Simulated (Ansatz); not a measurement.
## Work function of W(100): what the settings cost and change

How far do cutoff, k-mesh and smearing move the work function of W(100)?

Method: plane-wave DFT, PBE, Ansatz PAW, in Ansatz 0.2.0.

### Step 1. Starting point

The cell holds 7 atoms: 7 W. Its edges and angles: a = 3.160 Å, b = 3.160 Å, c = 27.480 Å, α = 90.0°, β = 90.0°, γ = 90.0°. Vacuum lies along c.

### Step 2. Slab, setting cutoff 200 eV

A work function rests on the faint tail of the density, so the SCF threshold is tight. The cutoff is raised first; then mesh and smearing are varied at the default cutoff.

File input.yaml:

```yaml
crystal:
  lattice:
    - [3.16, 0.0, 0.0]
    - [0.0, 3.16, 0.0]
    - [0.0, 0.0, 27.48]
  atoms:
    - { symbol: W, position: [0.0, 0.0, 0.327510917] }
    - { symbol: W, position: [0.5, 0.5, 0.385007278] }
    - { symbol: W, position: [0.0, 0.0, 0.442503639] }
    - { symbol: W, position: [0.5, 0.5, 0.5] }
    - { symbol: W, position: [0.0, 0.0, 0.557496361] }
    - { symbol: W, position: [0.5, 0.5, 0.614992722] }
    - { symbol: W, position: [0.0, 0.0, 0.672489083] }
kpoints:
  mp_grid: { grid: [13, 13, 1] }
hamiltonian:
  xc: pbe
scf:
  occupations: { method: fermi_dirac, width: 0.1 }
  convergence: { dr2_threshold: 1.0e-09 }
efield:
  axis: 3
  dipole_correction: true
  ramp_position: 0.97
  ramp_width: 0.06
basis:
  ecutwfc: "200 eV"
output:
  write_potential: true
  write_density: true
  volumetric_format: npy
  elf: true
```

Run with:

```
$ ansatz run input.yaml --threads 2 --pin off --max-ram 3072MiB --backend cpu --events-out ev --progress --plain --runs-dir out
```

Numbers of over 12 decimals in the logs are rounded to 6 here.

What it wrote:

```text
Warning: basis.ecutwfc = 200 eV is below the records' recommended 420 eV, and the density's cutoff is lower with it unless basis.ecutrho_ratio is high enough to keep the records' density cutoff: compare with a run at a higher cutoff
Warning: basis.ecutrho_ratio 4 (ecutrho = 800 eV, dense FFT grid 15×15×128): the grid does not resolve the core-correction charge of W (measure 0.16 e/Å^2.5); warned from 0.08. The energy and each atom's force then go with where the atoms sit on the grid: [figures from the program's tests cut] If this deck is also warned that a cutoff or its ratio is below what is recommended, mend that before anything below. First try basis.xc_grid, which is 1 on this run (the dense grid itself), where it is not refused (2, then 3). Above 1 the core-correction charge is laid on the exchange–correlation grid, and this warning is never given, whether or not the level is enough: [rest of the remark cut]
Engine: ansatz 0.2.0, aarch64-unknown-linux-gnu
Pseudopotentials: kind: paw
Pseudopotential: W, paw, valence charge 14, recommended cutoff 420 eV (normal), W.paw.azcp
Functional definition: PBE
  parameter kappa = 0.804
  parameter beta = 0.066725
  exchange = pbe_x(kappa = kappa, mu = beta*pi^2/3)
  correlation = pbe_c(beta = beta)
Crystal: 7 atoms, lattice volume = 274.404 Å³
Basis set: ecut = 200 eV, 1779 PW (Γ)
Bands: 59, of which v1, the nominal top of the filled ones, is band 49 counted from 1 (48 counted from 0)
Symmetry: 8 space group operations
k-points: 28 of 169
Non-local potential: W, projectors of the file, l = 0: 3, l = 1: 2, l = 2: 2, l = 3: 1
PAW form: soft (Blöchl's): semilocal exchange-correlation on the pseudo side does not see the compensation charge
PAW one-centre angular grid: W, 590 points (default); XC on 64 Gauss nodes
Initial density: superposition of atomic densities (neutral atoms: chi_scale 0, normalization atom), corrected by the library's trained network
Initial wavefunctions: pseudopotential atomic-orbital guess
Functional: x = pbe(κ = 0.804, μ = 0.219515), c = pbe(β = 0.066725)
SCF iter   1: F=—  HF=-72663.044287 eV  |F-HF|=—  |Δ(HF+E_count)|=         —  Δρ=4.64e-2  dr2=2.56e0  ethr=1.77e-3  p=0.000 e·Å  D=2.79e-14 V/Å  ΔV_dip=-0.00 eV  dr2_dipole=8.94e-9  V_vac-E_F(+/−)=4.03/4.03 eV  ⟨swp⟩=7.7  Hψ=7261  notcnv=0
efield: sawtooth ramp at fractional position 0.9700 (set: `efield.ramp_position`, or a place that a band, a saddle search or an elastic batch's reference lends), width 0.0600; the density the first Hamiltonian is built on has a dipole p = 0.000 e·Å; the dipole correction subtracts the counter field D = 2.79e-14 V/Å, which shifts the + side's vacuum level by -0.00 eV against the − side's; the planar-averaged density in the ramp window peaks in size at 2.1e-5 e/Å³
preconditioner: auto → LDOS  [metal: Δε(μ)=0.049 eV  Ē_g=4.619 eV  σ=0.100 eV  W_gap=0.12  n_scr=64 (ndim 8)  ℏωp=14.5 eV  f_vac=0.518  D(μ)=6.67/eV (n_scr^D=38)  β→1.0]
SCF iter   2: F=—  HF=-72662.076766 eV  |F-HF|=—  |Δ(HF+E_count)|=   9.68e-1  Δρ=1.40e-2  dr2=5.42e-1  ethr=1.77e-3  p=-0.000 e·Å  D=-4.70e-7 V/Å  ΔV_dip=0.00 eV  dr2_dipole=2.48e-9  V_vac-E_F(+/−)=4.40/4.40 eV  ⟨swp⟩=2.3  Hψ=3574  notcnv=0
SCF iter   3: F=—  HF=-72661.832888 eV  |F-HF|=—  |Δ(HF+E_count)|=   2.44e-1  Δρ=1.83e-3  dr2=1.98e-2  ethr=5.53e-4  p=0.000 e·Å  D=1.05e-5 V/Å  ΔV_dip=-0.00 eV  dr2_dipole=1.10e-9  V_vac-E_F(+/−)=4.33/4.33 eV  ⟨swp⟩=3.2  Hψ=3708  notcnv=0
SCF iter   4: F=—  HF=-72661.829667 eV  |F-HF|=—  |Δ(HF+E_count)|=   3.22e-3  Δρ=1.01e-3  dr2=8.80e-3  ethr=2.02e-5  p=0.000 e·Å  D=2.25e-6 V/Å  ΔV_dip=-0.00 eV  dr2_dipole=3.57e-9  V_vac-E_F(+/−)=4.34/4.34 eV  ⟨swp⟩=2.9  Hψ=2692  notcnv=0
SCF iter   5: F=—  HF=-72661.828855 eV  |F-HF|=—  |Δ(HF+E_count)|=   8.12e-4  Δρ=2.95e-4  dr2=7.91e-4  ethr=8.98e-6  p=0.000 e·Å  D=1.41e-7 V/Å  ΔV_dip=-0.00 eV  dr2_dipole=2.08e-11  V_vac-E_F(+/−)=4.34/4.34 eV  ⟨swp⟩=2.0  Hψ=2043  notcnv=0
SCF iter   6: F=—  HF=-72661.828768 eV  |F-HF|=—  |Δ(HF+E_count)|=   8.77e-5  Δρ=1.07e-4  dr2=9.13e-5  ethr=8.07e-7  p=-0.000 e·Å  D=-5.62e-7 V/Å  ΔV_dip=0.00 eV  dr2_dipole=7.41e-12  V_vac-E_F(+/−)=4.35/4.35 eV  ⟨swp⟩=2.0  Hψ=2421  notcnv=0
SCF iter   7: F=—  HF=-72661.828758 eV  |F-HF|=—  |Δ(HF+E_count)|=   9.07e-6  Δρ=2.29e-5  dr2=5.49e-6  ethr=9.32e-8  p=-0.000 e·Å  D=-8.08e-7 V/Å  ΔV_dip=0.00 eV  dr2_dipole=4.92e-11  V_vac-E_F(+/−)=4.35/4.35 eV  ⟨swp⟩=2.0  Hψ=2630  notcnv=0
SCF iter   8: F=—  HF=-72661.828758 eV  |F-HF|=—  |Δ(HF+E_count)|=   5.75e-7  Δρ=6.62e-6  dr2=2.73e-7  ethr=5.60e-9  p=-0.000 e·Å  D=-3.77e-7 V/Å  ΔV_dip=0.00 eV  dr2_dipole=2.46e-12  V_vac-E_F(+/−)=4.35/4.36 eV  ⟨swp⟩=2.5  Hψ=2605  notcnv=0
SCF iter   9: F=—  HF=-72661.828758 eV  |F-HF|=—  |Δ(HF+E_count)|=   2.95e-7  Δρ=2.95e-6  dr2=7.50e-8  ethr=2.79e-10  p=-0.000 e·Å  D=-1.05e-7 V/Å  ΔV_dip=0.00 eV  dr2_dipole=4.35e-12  V_vac-E_F(+/−)=4.35/4.36 eV  ⟨swp⟩=2.9  Hψ=3208  notcnv=0
SCF iter  10: F=—  HF=-72661.828758 eV  |F-HF|=—  |Δ(HF+E_count)|=   1.80e-8  Δρ=9.01e-7  dr2=6.44e-9  ethr=7.65e-11  p=-0.000 e·Å  D=-2.55e-8 V/Å  ΔV_dip=0.00 eV  dr2_dipole=3.55e-14  V_vac-E_F(+/−)=4.36/4.36 eV  ⟨swp⟩=2.3  Hψ=2543  notcnv=0
SCF iter  11: F=-72661.828758 eV  HF=-72661.828758 eV  |F-HF|=1.02e-10  |Δ(HF+E_count)|=   2.82e-9  Δρ=3.60e-7  dr2=9.12e-10  ethr=1.02e-12  p=-0.000 e·Å  D=-7.45e-9 V/Å  ΔV_dip=0.00 eV  dr2_dipole=1.46e-13  V_vac-E_F(+/−)=4.36/4.36 eV  ⟨swp⟩=5.4  Hψ=4534  notcnv=0
WARN: efield: at this solve's end the planar-averaged density reaches 3.97e-5 e/Å³ inside the ramp window [0.9336, 0.0664] (bound 1e-5 e/Å³); by the running means of the window's planes the mean density over a ramp is at most 3.56e-5 e/Å³, which is held to the bound (the quickstart, § The vacuum guard, A window that rings); the window's nearer edge stands 7.18 Å from this solve's nearest atom along the axis. Its work [...]
SCF 1 converged in 11 iterations: F = -72661.828758 eV  dr2 = 9.12e-10
  greatest PAW one-centre occupation: 1.020 electrons in one spin orbital (limit 2), on the W atom at site 3 (counted from 0), in its partial waves of l = 1
WARN: The output density's exchange-correlation potential varies sharply where the density is thin. Do not read a vacuum level from v_tot or v_xc, or from such a field of the output density. On a cell that repeats whose density bears no net charge and no dipole along the vacuum's axis use v_es (v_loc + v_h of the components); under efield.dipole_correction with no amplitude use v_es + v_field, which holds any externa [...]
SCF converged after 11 iterations
Free energy (F): -72661.828758 eV
Harris-Foulkes:  -72661.828758 eV  (|F-HF|=1.02e-10)
Internal energy: -72661.608915 eV  (E = F + TS)
E sigma→0 (E₀):  -72661.718836 eV
Entropy (-TS):   -0.219843 eV (-31.406 meV/atom)
Fermi energy:    6.691473 eV
Dipole field:    D = -0.000000 V/Å  (p = -0.000001 e·Å, saw-weighted, corrected)
Work function:   Φ+ = 4.3551 eV (in doubt: plateau slope 1.0e-2 eV/Å)   Φ− = 4.3566 eV
Levels:          The Fermi level and band energies are counted from a zero that moves with the ramp; work functions are not
Vacuum region:   at the solve's end the planar-averaged density reaches 3.97e-5 e/Å³ inside the ramp window [0.9336, 0.0664] (bound 1e-5 e/Å³); by the running means of the window's planes the mean density over a ramp is at most 3.56e-5 e/Å³, which is held to the bound (the quickstart, § The vacuum guard, A window that rings)
--- Per-component energies (eV) ---
  E_band       = -2145.671634
  E_kinetic    = 3129.839010
  E_local      = -146973.854215  (includes V_loc(G=0)·N_el)
  E_nonlocal   = -23.379515
  E_hartree    = 72112.833607
  E_xc         = -1855.427654
  E_vxc        = -1658.967648  (∫ρ·V_xc dr)
  E_paw        = -59911.367812  (= ΣΔE_a)
  E_vpaw       = -844.962419  (= ΣTr[D̂ρ^β])
  E_aug_tail   = -0.009858  (compensation charges beyond the density's cutoff)
  E_efield     = 0.000000  (sawtooth field / dipole correction)
  E_vefield    = 0.000000  (∫n·V_field dr)
  E_ewald      = 60859.757521
  E_smearing   = -0.219843  (= −TS)
  E_closure    = 0.000000  (closes the sum)
  Σ components = -72661.828758   (vs F -72661.828758, Δ=0.00e0)
--- Band table (eV; the first three rows and the last of 28) ---
  k-point 0: bands = [... 45 lower, 6.0857, 6.0857, 6.3955, 6.4536, 6.5955, 6.6935, 6.6935, 7.3133, ... 6 higher]
  k-point 1: bands = [... 45 lower, 6.1144, 6.1737, 6.3071, 6.4732, 6.4822, 6.7159, 7.0264, 7.3855, ... 6 higher]
  k-point 2: bands = [... 45 lower, 5.9523, 6.0383, 6.4343, 6.5672, 6.7738, 6.7918, 7.4621, 7.4679, ... 6 higher]
  k-point 27: bands = [... 45 lower, 6.3832, 6.4266, 8.5258, 8.5510, 8.5635, 8.6226, 8.7097, 8.7987, ... 6 higher]
```

The job ended after 25 s (2 threads of Arm Neoverse N1, shared host; peak memory 0.42 GiB; 49 s of CPU time).

In the SCF lines HF is the Harris–Foulkes energy and dr2 the Hartree energy of the density residual, in eV; the loop may stop once dr2 is under the threshold and the program's other checks hold. Hψ counts applications of the Hamiltonian.

Numbers from this step:

| Quantity | Value |
| --- | --- |
| energy at zero smearing | -72661.7188 eV |
| work function, upper face | 4.355 eV |

Running mean over 1.58 Å of the planar mean; the ramp of the sawtooth is left out. Electron's electrostatic potential energy less the Fermi level against z:

```csv
z (Å),electron's electrostatic potential energy less the Fermi level (eV)
3.22,4.33
3.86,4.32
4.29,4.31
4.94,4.28
5.58,4.24
6.01,4.16
6.66,3.85
7.30,2.63
7.73,0.0851
8.37,-6.76
8.80,-10.5
9.45,-12.2
10.09,-12.5
10.52,-12.6
11.16,-12.8
11.81,-12.8
12.24,-12.8
12.88,-12.8
13.53,-12.7
13.95,-12.7
14.60,-12.8
15.24,-12.8
15.67,-12.8
16.32,-12.8
16.96,-12.6
17.39,-12.5
18.03,-12.2
18.68,-10.5
19.11,-6.76
19.75,0.0851
20.18,2.63
20.82,3.85
21.47,4.16
21.90,4.24
22.54,4.28
23.19,4.31
23.62,4.32
24.26,4.33
```

Electrostatic potential energy in the ca plane at fractional y = 0.000, with atoms of W within 0.2 Å of it. With pseudopotentials it is smooth inside the atoms' cores, unlike the true potential.

Values in eV, 5 rows by 16 columns, each cell a mean:
```
  1 -45 -24   4 -39 -32   5 -32 -40   4 -23 -45   1  10  11  11
  8  -4   2   7  -2  -1   7   0  -2   7   2  -4   8  10  11  11
  9   6   7   7   6   7   7   7   6   7   7   6   9  11  11  11
  6 -16  -5   7 -13  -9   7  -9 -13   6  -5 -16   6  10  11  11
 -1 -53 -31   3 -47 -40   4 -39 -48   3 -30 -54  -1  10  11  11
```
Columns run along c (16.0 Å, from fractional 0.27 to 0.85 of the cell; values clipped at the 3rd and 97th percentile), rows up along a (3.2 Å). Atoms in or near the plane, at fractional coordinates: W at (0.33, 0.00), W at (0.44, 0.00), W at (0.56, 0.00), W at (0.67, 0.00).

Valence density in the ca plane at fractional y = 0.000, with atoms of W within 0.2 Å of it. It is the smooth field of the valence electrons, not physical close to the nuclei.

Ten even steps from '0' (0.0 e/Å³) to '9' (4.7 e/Å³), each cell a mean:
```
00179961000389941001599820002799610000000000
00025520000135410000245310001354200000000000
00001100000001000000011000000011000000000000
00000000000000000000000000000000000000000000
00000000000000000000000000000000000000000000
00012210000112210000122100000122100000000000
00158841000268730001488610001588400000000000
00289971000498951001699930003899710000000000
```
Columns run along c (16.0 Å, from fractional 0.27 to 0.85 of the cell), rows up along a (3.2 Å). Atoms in or near the plane, at fractional coordinates: W at (0.33, 0.00), W at (0.44, 0.00), W at (0.56, 0.00), W at (0.67, 0.00).

ELF in the ca plane at fractional y = 0.000, with atoms of W within 0.2 Å of it. It is the smooth field of the valence electrons, not physical close to the nuclei.

Ten even steps from '0' (0.00) to '9' (0.69), each cell a mean:
```
11596793452695872542876943544967941000000000
12368754664467744664477635654688622100000000
23333345666532346666422356665333332100000000
33455555556654566556655666556555543210000000
23444456556543456666533466555434443210000000
12345545665344435665344345664455432100000000
11499973563598963653798944644889831000000000
11593393452771672542942852535824941000000000
```
Columns run along c (16.0 Å, from fractional 0.27 to 0.85 of the cell), rows up along a (3.2 Å). Atoms in or near the plane, at fractional coordinates: W at (0.33, 0.00), W at (0.44, 0.00), W at (0.56, 0.00), W at (0.67, 0.00).

The work function is 4.355 eV. The program marks this work function as in doubt.

### Step 3. Slab

input.yaml, as its differences from that of step 2:

```diff
@@ -26,3 +26,3 @@
 basis:
-  ecutwfc: "200 eV"
+  ecutwfc: "300 eV"
 output:
@@ -31,2 +31 @@
   volumetric_format: npy
-  elf: true
```

What it wrote:

```text
[...]
Crystal: 7 atoms, lattice volume = 274.404 Å³
Basis set: ecut = 300 eV, 3225 PW (Γ)
Bands: 59, of which v1, the nominal top of the filled ones, is band 49 counted from 1 (48 counted from 0)
Symmetry: 8 space group operations
k-points: 28 of 169
[...]
k-point 0: bands = [... 45 lower, 6.0559, 6.0559, 6.3815, 6.3824, 6.4336, 6.7061, 6.7061, 7.3439, ... 6 higher]
  k-point 1: bands = [... 45 lower, 6.1095, 6.1232, 6.3135, 6.4587, 6.4777, 6.6643, 7.0327, 7.4237, ... 6 higher]
  k-point 2: bands = [... 45 lower, 5.9447, 6.0075, 6.4448, 6.5351, 6.7735, 6.7863, 7.4854, 7.4910, ... 6 higher]
  k-point 27: bands = [... 45 lower, 6.2879, 6.3271, 8.5018, 8.5031, 8.5478, 8.5914, 8.6034, 8.7307, ... 6 higher]
[key lines of the parts left out:]
SCF converged after 11 iterations
Free energy (F): -72688.296787 eV
Fermi energy:    6.688560 eV
Dipole field:    D = -0.000000 V/Å  (p = -0.000000 e·Å, saw-weighted, corrected)
Work function:   Φ+ = 4.2081 eV   Φ− = 4.2081 eV
```

It took 44 s on 2 threads; peak memory 0.54 GiB; 87 s of CPU time.

The work function is 4.208 eV, -0.147 eV from the run “cutoff 200 eV”, at 1.8 times its CPU time.

### Step 4. Run

input.yaml, as its differences from that of step 3:

```diff
@@ -26,3 +26,3 @@
 basis:
-  ecutwfc: "300 eV"
+  ecutwfc: "420 eV"
 output:
```

What it wrote:

```text
[...]
Crystal: 7 atoms, lattice volume = 274.404 Å³
Basis set: ecut = 420 eV, 5379 PW (Γ)
Bands: 59, of which v1, the nominal top of the filled ones, is band 49 counted from 1 (48 counted from 0)
Symmetry: 8 space group operations
k-points: 28 of 169
[...]
k-point 0: bands = [... 45 lower, 6.0550, 6.0550, 6.3780, 6.3804, 6.4315, 6.7060, 6.7060, 7.3441, ... 6 higher]
  k-point 1: bands = [... 45 lower, 6.1091, 6.1228, 6.3135, 6.4579, 6.4774, 6.6636, 7.0324, 7.4245, ... 6 higher]
  k-point 2: bands = [... 45 lower, 5.9441, 6.0066, 6.4449, 6.5348, 6.7730, 6.7863, 7.4847, 7.4897, ... 6 higher]
  k-point 27: bands = [... 45 lower, 6.2832, 6.3229, 8.4983, 8.4989, 8.5470, 8.5910, 8.5993, 8.7274, ... 6 higher]
[key lines of the parts left out:]
SCF converged after 11 iterations
Free energy (F): -72688.588091 eV
Fermi energy:    6.687599 eV
Dipole field:    D = -0.000000 V/Å  (p = -0.000001 e·Å, saw-weighted, corrected)
Work function:   Φ+ = 4.2063 eV   Φ− = 4.2062 eV
```

Wall time 68 s (2 threads); peak memory 0.76 GiB.

The work function is 4.206 eV, -0.149 eV from the run “cutoff 200 eV”, at 2.6 times its CPU time.

### Step 5. Slab

input.yaml, as its differences from that of step 4:

```diff
@@ -26,3 +26,3 @@
 basis:
-  ecutwfc: "420 eV"
+  ecutwfc: "600 eV"
 output:
```

What it wrote:

```text
[...]
Crystal: 7 atoms, lattice volume = 274.404 Å³
Basis set: ecut = 600 eV, 9125 PW (Γ)
Bands: 59, of which v1, the nominal top of the filled ones, is band 49 counted from 1 (48 counted from 0)
Symmetry: 8 space group operations
k-points: 28 of 169
[...]
k-point 0: bands = [... 45 lower, 6.0552, 6.0552, 6.3783, 6.3806, 6.4316, 6.7061, 6.7061, 7.3445, ... 6 higher]
  k-point 1: bands = [... 45 lower, 6.1093, 6.1230, 6.3137, 6.4580, 6.4776, 6.6639, 7.0326, 7.4249, ... 6 higher]
  k-point 2: bands = [... 45 lower, 5.9443, 6.0067, 6.4452, 6.5351, 6.7732, 6.7866, 7.4848, 7.4900, ... 6 higher]
  k-point 27: bands = [... 45 lower, 6.2829, 6.3226, 8.4983, 8.4989, 8.5473, 8.5912, 8.5993, 8.7273, ... 6 higher]
[key lines of the parts left out:]
SCF converged after 11 iterations
Free energy (F): -72688.596523 eV
Fermi energy:    6.687755 eV
Dipole field:    D = 0.000000 V/Å  (p = 0.000000 e·Å, saw-weighted, corrected)
Work function:   Φ+ = 4.2059 eV   Φ− = 4.2059 eV
```

The job ended after 1.9 min (2 threads; peak memory 1.1 GiB; 3.7 min of CPU time).

The work function is 4.206 eV, -0.000 eV from the run “cutoff 420 eV”, at 1.8 times its CPU time.

### Step 6. Slab

input.yaml, as its differences from that of step 5:

```diff
@@ -14,3 +14,3 @@
 kpoints:
-  mp_grid: { grid: [13, 13, 1] }
+  mp_grid: { grid: [2, 2, 1] }
 hamiltonian:
@@ -25,4 +25,2 @@
   ramp_width: 0.06
-basis:
-  ecutwfc: "600 eV"
 output:
```

What it wrote:

```text
[...]
Crystal: 7 atoms, lattice volume = 274.404 Å³
Basis set: ecut = 420 eV, 5379 PW (Γ)
Bands: 59, of which v1, the nominal top of the filled ones, is band 49 counted from 1 (48 counted from 0)
Symmetry: 8 space group operations
k-points: 3 of 4
[...]
Work function:   Φ+ = 5.0313 eV   Φ− = 5.0313 eV
[...]
--- Band table (eV) ---
  k-point 0: bands = [... 45 lower, 5.5447, 5.5447, 5.8704, 6.2081, 6.2584, 6.2713, 6.2713, 6.7570, ... 6 higher]
  k-point 1: bands = [... 45 lower, 5.6058, 5.6946, 5.7410, 6.1218, 6.3881, 6.5533, 6.9140, 7.3926, ... 6 higher]
  k-point 2: bands = [... 45 lower, 6.0115, 6.0115, 8.2492, 8.2492, 8.2636, 8.2689, 8.4556, 8.4556, ... 6 higher]
[key lines of the parts left out:]
SCF converged after 13 iterations
Free energy (F): -72685.121866 eV
Fermi energy:    6.311189 eV
Dipole field:    D = 0.000000 V/Å  (p = 0.000000 e·Å, saw-weighted, corrected)
```

Wall time 4.8 s (2 threads); peak memory 0.48 GiB.

The work function is 5.031 eV, +0.825 eV from the run “cutoff 420 eV”, at 0.067 times its CPU time.

### Step 7. Run

input.yaml, as its differences from that of step 6:

```diff
@@ -14,3 +14,3 @@
 kpoints:
-  mp_grid: { grid: [2, 2, 1] }
+  mp_grid: { grid: [4, 4, 1] }
 hamiltonian:
```

What it wrote:

```text
[...]
Crystal: 7 atoms, lattice volume = 274.404 Å³
Basis set: ecut = 420 eV, 5379 PW (Γ)
Bands: 59, of which v1, the nominal top of the filled ones, is band 49 counted from 1 (48 counted from 0)
Symmetry: 8 space group operations
k-points: 6 of 16
[...]
k-point 0: bands = [... 45 lower, 6.0197, 6.0197, 6.3418, 6.4045, 6.4557, 6.6987, 6.6987, 7.3238, ... 6 higher]
  k-point 1: bands = [... 45 lower, 5.7697, 5.8449, 6.1405, 6.3095, 7.2176, 7.2548, 7.4652, 7.4870, ... 6 higher]
  k-point 2: bands = [... 45 lower, 6.0016, 6.0089, 6.1862, 6.6768, 6.9574, 7.0071, 7.3799, 7.8823, ... 6 higher]
  k-point 5: bands = [... 45 lower, 6.4309, 6.4309, 8.6231, 8.6352, 8.7457, 8.7457, 8.9678, 8.9678, ... 6 higher]
[key lines of the parts left out:]
SCF converged after 11 iterations
Free energy (F): -72688.829123 eV
Fermi energy:    6.640051 eV
Dipole field:    D = 0.000001 V/Å  (p = 0.000001 e·Å, saw-weighted, corrected)
Work function:   Φ+ = 4.2764 eV   Φ− = 4.2764 eV
```

The job ended after 14 s (2 threads; peak memory 0.49 GiB; 22 s of CPU time).

The work function is 4.276 eV, +0.070 eV from the run “cutoff 420 eV”, at 0.17 times its CPU time.

(Continued in part 2 of 2.)

[Logs are printed without paths, hosts, clocks, repeated set-up lines and the standing remarks that a program may print on its own settings, such as how far it seeks lower states.]

[Hosts, paths, dates, database ids (printed as entryN), source tags and the programs' standing remarks are cut or masked in the printed files.]

[Maps of the electrostatic potential energy from Ansatz leave out the sawtooth potential of an applied field or a dipole correction, so their vacuum need not be flat; planar profiles and work functions include it.]
